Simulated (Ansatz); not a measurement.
# P on Ta(110): change of the work function, part 2 of 2

Wanted: Δφ(θ) for P/Ta(110), starting from the hollow site.

Ansatz 0.2.0; plane-wave DFT, PBE, Ansatz PAW.

So far, work function, upper face (eV): step 2 (the clean slab) 4.77; step 3 (37 atoms, coverage 0.111 ML, cell 3x3) 4.85; step 4 (17 atoms, coverage 0.25 ML, cell 2x2) 5.14.

## (5) Adsorbate added, k-mesh 6×6×1, coverage 0.5 ML

System of this step: Ta8P (P/Ta(110)). The cell holds 18 atoms: 16 Ta and 2 P. Cell: a = 5.733 Å, b = 5.733 Å, c = 27.301 Å, α = 90.0°, β = 90.0°, γ = 70.5°. Vacuum lies along c.

input.yaml

```yaml
crystal:
  lattice:
    - [4.6810468914, -3.31, 0.0]
    - [4.6810468914, 3.31, 0.0]
    - [0.0, 0.0, 27.3007348452]
  atoms:
    - { symbol: Ta, position: [0.0, 0.0, 0.329661456] }
    - { symbol: Ta, position: [0.25, 0.25, 0.415392608] }
    - { symbol: Ta, position: [0.0, 0.0, 0.5012116042] }
    - { symbol: Ta, position: [0.25, 0.25, 0.5836032313] }
    - { symbol: Ta, position: [0.0, 0.5, 0.329661456] }
    - { symbol: Ta, position: [0.25, 0.75, 0.415392608] }
    - { symbol: Ta, position: [0.0, 0.5, 0.5012116042] }
    - { symbol: Ta, position: [0.25, 0.75, 0.5836032313] }
    - { symbol: Ta, position: [0.5, 0.0, 0.329661456] }
    - { symbol: Ta, position: [0.75, 0.25, 0.415392608] }
    - { symbol: Ta, position: [0.5, 0.0, 0.5012116042] }
    - { symbol: Ta, position: [0.75, 0.25, 0.5836032313] }
    - { symbol: Ta, position: [0.5, 0.5, 0.329661456] }
    - { symbol: Ta, position: [0.75, 0.75, 0.415392608] }
    - { symbol: Ta, position: [0.5, 0.5, 0.5012116042] }
    - { symbol: Ta, position: [0.75, 0.75, 0.5836032313] }
    - { symbol: P, position: [0.42, 0.42, 0.670338544] }
    - { symbol: P, position: [0.92, 0.42, 0.670338544] }
kpoints:
  mp_grid: { grid: [6, 6, 1] }
hamiltonian:
  xc: pbe
scf:
  occupations: { method: fermi_dirac, width: 0.1 }
  convergence: { dr2_threshold: 1.0e-08 }
efield:
  axis: 3
  dipole_correction: true
  ramp_position: 0.97
  ramp_width: 0.06
relax:
  f_tol: 0.02
  max_steps: 60
  constraints: [{ sites: [0, 1, 4, 5, 8, 9, 12, 13] }]
output:
  dos: { projected: true, e_range: [-8, 4] }
  write_potential: true
  write_density: true
  volumetric_format: npy
  elf: true
```

Started as:

```sh
$ ansatz run input.yaml --threads 4 --pin off --max-ram 16384MiB --backend cpu --events-out ev --progress --plain --runs-dir out
```

The job ended after 9.7 min (4 threads of Arm Neoverse V1, shared host; peak memory 3.5 GiB; 38 min of CPU time).

The steps of the relaxation:

| step | energy less that of the first step (eV) | largest force component (eV/Å) |
| --- | --- | --- |
| 1 | 0.0000 | 2.6068 |
| 2 | -1.3628 | 1.4575 |
| 3 | -1.9003 | 0.6794 |
| 4 | -2.2086 | 0.5598 |
| 5 | -2.3996 | 0.2436 |
| 6 | -2.4693 | 0.0697 |
| 7 | -2.4754 | 0.0156 |
| 8 | -2.4757 | 0.0037 |

Forces are held to the 2 operations that the run works with; a distortion that breaks them can't arise in this run.

The atoms that moved most (Å):

| atom | dx | dy | dz | length |
| --- | --- | --- | --- | --- |
| P18 | 0.749 | 0.000 | -0.534 | 0.920 |
| P17 | 0.749 | 0.000 | -0.534 | 0.920 |
| Ta4 | 0.058 | -0.084 | 0.079 | 0.129 |
| Ta12 | 0.058 | -0.084 | 0.079 | 0.129 |
| Ta16 | -0.056 | 0.083 | 0.079 | 0.128 |
| Ta8 | -0.056 | 0.083 | 0.079 | 0.128 |
| Ta11 | 0.000 | 0.000 | -0.013 | 0.013 |
| Ta3 | 0.000 | 0.000 | -0.013 | 0.013 |

Final coordinates:

```cif
data_structure
_symmetry_space_group_name_H-M 'P 1'
_symmetry_Int_Tables_number 1
_cell_length_a 5.7331
_cell_length_b 5.7331
_cell_length_c 27.3007
_cell_angle_alpha 90.000
_cell_angle_beta 90.000
_cell_angle_gamma 70.529
_cell_volume 846.01
loop_
_atom_site_label
_atom_site_type_symbol
_atom_site_fract_x
_atom_site_fract_y
_atom_site_fract_z
_atom_site_occupancy
Ta1 Ta 0.00000 0.00000 0.32966 1
Ta2 Ta 0.25000 0.25000 0.41539 1
Ta3 Ta 0.00002 0.99998 0.50072 1
Ta4 Ta 0.26886 0.24354 0.58651 1
Ta5 Ta 0.00000 0.50000 0.32966 1
Ta6 Ta 0.25000 0.75000 0.41539 1
Ta7 Ta 0.00001 0.49997 0.50137 1
Ta8 Ta 0.23146 0.75663 0.58651 1
Ta9 Ta 0.50000 0.00000 0.32966 1
Ta10 Ta 0.75000 0.25000 0.41539 1
Ta11 Ta 0.50002 0.99998 0.50072 1
Ta12 Ta 0.76886 0.24354 0.58651 1
Ta13 Ta 0.50000 0.50000 0.32966 1
Ta14 Ta 0.75000 0.75000 0.41539 1
Ta15 Ta 0.50001 0.49997 0.50137 1
Ta16 Ta 0.73146 0.75663 0.58651 1
P17 P 0.50006 0.50004 0.65077 1
P18 P 0.00006 0.50004 0.65077 1
```

The density of states has structure finer than the step of the table below, so its rows give means over 0.25 eV, whole bins alone (the curve runs from -8 to 1.98 eV). Peaks (eV: height): -2.950: 22.5, -1.770: 31.6, -1.380: 42.2, -1.320: 37.5, -1.020: 33.1, -0.810: 27.9, -0.390: 32.3.

Table of density of states by energy, zero at the Fermi level; means over each step:

| energy (eV) | density of states (states/eV a cell) |
| --- | --- |
| -7.50 | 0 |
| -7.25 | 0.620 |
| -7.00 | 0.871 |
| -6.75 | 0.967 |
| -6.50 | 0.994 |
| -6.25 | 1.05 |
| -6.00 | 2.14 |
| -5.75 | 2.24 |
| -5.50 | 2.98 |
| -5.25 | 2.16 |
| -5.00 | 5.15 |
| -4.75 | 5.93 |
| -4.50 | 7.02 |
| -4.25 | 6.64 |
| -4.00 | 9.02 |
| -3.75 | 14.0 |
| -3.50 | 12.0 |
| -3.25 | 13.8 |
| -3.00 | 18.8 |
| -2.75 | 17.1 |
| -2.50 | 12.7 |
| -2.25 | 9.96 |
| -2.00 | 13.5 |
| -1.75 | 15.5 |
| -1.50 | 25.5 |
| -1.25 | 28.0 |
| -1.00 | 25.3 |
| -0.75 | 24.5 |
| -0.50 | 25.8 |
| -0.25 | 28.1 |
| 0.00 | 22.9 |
| 0.25 | 16.5 |
| 0.50 | 10.2 |
| 0.75 | 8.50 |
| 1.00 | 10.4 |
| 1.25 | 10.4 |
| 1.50 | 10.3 |
| 1.75 | 11.3 |

The relaxation took 8 steps and lowered the energy by 2.5 eV; the largest force on the free atoms ends at 0.0037 eV/Å.

The covered face has 5.39 eV, +0.63 eV against the clean one; the bare back face has moved by -0.03 eV, a measure of how thin the slab is.

## (6) The covered slab, k-mesh 12×12×1, coverage 1 ML

System of this step: Ta4P (P/Ta(110)). The cell holds 5 atoms: 4 Ta and 1 P. Its edges and angles: a = 2.867 Å, b = 2.867 Å, c = 27.301 Å, α = 90.0°, β = 90.0°, γ = 70.5°. Vacuum lies along c.

input.yaml, the sections that differ from step 5:

```yaml
crystal:
  lattice:
    - [2.3405234457, -1.655, 0.0]
    - [2.3405234457, 1.655, 0.0]
    - [0.0, 0.0, 27.3007348452]
  atoms:
    - { symbol: Ta, position: [0.0, 0.0, 0.329661456] }
    - { symbol: Ta, position: [0.5, 0.5, 0.415392608] }
    - { symbol: Ta, position: [0.0, 0.0, 0.5012116042] }
    - { symbol: Ta, position: [0.5, 0.5, 0.5836032313] }
    - { symbol: P, position: [0.84, 0.84, 0.670338544] }
kpoints:
  mp_grid: { grid: [12, 12, 1] }
relax:
  f_tol: 0.02
  max_steps: 60
  constraints: [{ sites: [0, 1] }]
output:
  write_potential: true
  write_density: true
  volumetric_format: npy
# hamiltonian, scf, efield: as in step 5
```

It took 55 s on 4 threads; peak memory 0.62 GiB.

The steps of the relaxation:

| step | energy less that of the first step (eV) | largest force component (eV/Å) |
| --- | --- | --- |
| 1 | 0.0000 | 2.4380 |
| 2 | -0.4772 | 0.3769 |
| 3 | -0.5004 | 0.3201 |
| 4 | -0.5687 | 0.3928 |
| 5 | -0.6548 | 0.2024 |
| 6 | -0.6684 | 0.2035 |
| 7 | -0.6821 | 0.0640 |
| 8 | -0.6830 | 0.0161 |

The run keeps the 2 symmetry operations that it works with, so distortions that break them were not tested.

The atoms that moved most (Å):

| atom | dx | dy | dz | length |
| --- | --- | --- | --- | --- |
| P5 | 0.748 | 0.000 | -0.395 | 0.846 |
| Ta4 | 0.005 | 0.000 | 0.097 | 0.097 |
| Ta3 | 0.002 | 0.000 | -0.010 | 0.010 |

The relaxed structure:

```xyz
5
Lattice="2.3405 -1.6550 0.0000 2.3405 1.6550 0.0000 0.0000 0.0000 27.3007" Properties=species:S:1:pos:R:3
Ta    0.0000    0.0000    9.0000
Ta    2.3405    0.0000   11.3405
Ta    0.0018    0.0000   13.6736
Ta    2.3459    0.0000   16.0298
P     4.6805    0.0000   17.9055
```

The relaxation took 8 steps and lowered the energy by 0.68 eV; the largest force on the free atoms ends at 0.016 eV/Å.

The covered face has 5.46 eV, +0.69 eV against the clean one; the bare back face has moved by -0.04 eV, a measure of how thin the slab is.

## (7) Work function against coverage

This step: plane-wave DFT, PBE, Ansatz PAW; work function against coverage (Ansatz 0.2.0).

The runs are now put side by side.

Numbers from this step:

| Item | Value |
| --- | --- |
| work function of the clean face | 4.767 eV |
| largest change of the work function | 0.6897 eV |

Work function of the covered face against coverage:

| coverage (adsorbates/nm²) | work function of the covered face (eV) |
| --- | --- |
| 0.00 | 4.77 |
| 1.43 | 4.85 |
| 3.23 | 5.14 |
| 6.45 | 5.39 |
| 12.91 | 5.46 |

The dipole per adsorbate comes from the change of the cell's dipole. Coverage, by row:

| coverage (1/nm²) | coverage (ML) | work function (eV) | change (eV) | dipole per adsorbate, positive end outwards (debye) | mean height of the added atoms over the highest substrate atom (Å) |
| --- | --- | --- | --- | --- | --- |
| 1.434 | 0.1111 | 4.853 | 0.08595 | -0.206 | 1.549 |
| 3.227 | 0.25 | 5.142 | 0.3749 | -0.334 | 1.615 |
| 6.454 | 0.5 | 5.392 | 0.6256 | -0.27 | 1.754 |
| 12.91 | 1 | 5.456 | 0.6897 | -0.15 | 1.876 |

## (8) Results

```json
{
 "work function of the clean face": "4.77 eV",
 "work function at 0.11 ML": "4.85 eV",
 "work function at 0.25 ML": "5.14 eV",
 "work function at 0.5 ML": "5.39 eV",
 "work function at 1 ML": "5.46 eV",
 "dipole per adsorbate at 0.11 ML, positive end outwards": "-0.21 D"
}
```

What this shows: At the lowest coverage P changes the work function of Ta(110) by under 0.15 eV, within the error of so thin a slab; the largest change, +0.69 eV, comes at higher coverage. The slab has 4 layers, at the tabulated experimental lattice constant, one starting site was run, and quantum-size effects of a slab this thin can reach one or two tenths of an eV.

[Logs are printed without paths, hosts, clocks, repeated set-up lines and the standing remarks that a program may print on its own settings, such as how far it seeks lower states.]

[Hosts, paths, dates, database ids (printed as entryN), source tags and the programs' standing remarks are cut or masked in the printed files.]

[Maps of the electrostatic potential energy from Ansatz leave out the sawtooth potential of an applied field or a dipole correction, so their vacuum need not be flat; planar profiles and work functions include it.]

[The density of states shown here was stored with 400 of the rows of the run's finer table, so its peaks can read low, often by over a quarter, or be missed, and its means over a window can be off by a tenth or more.]
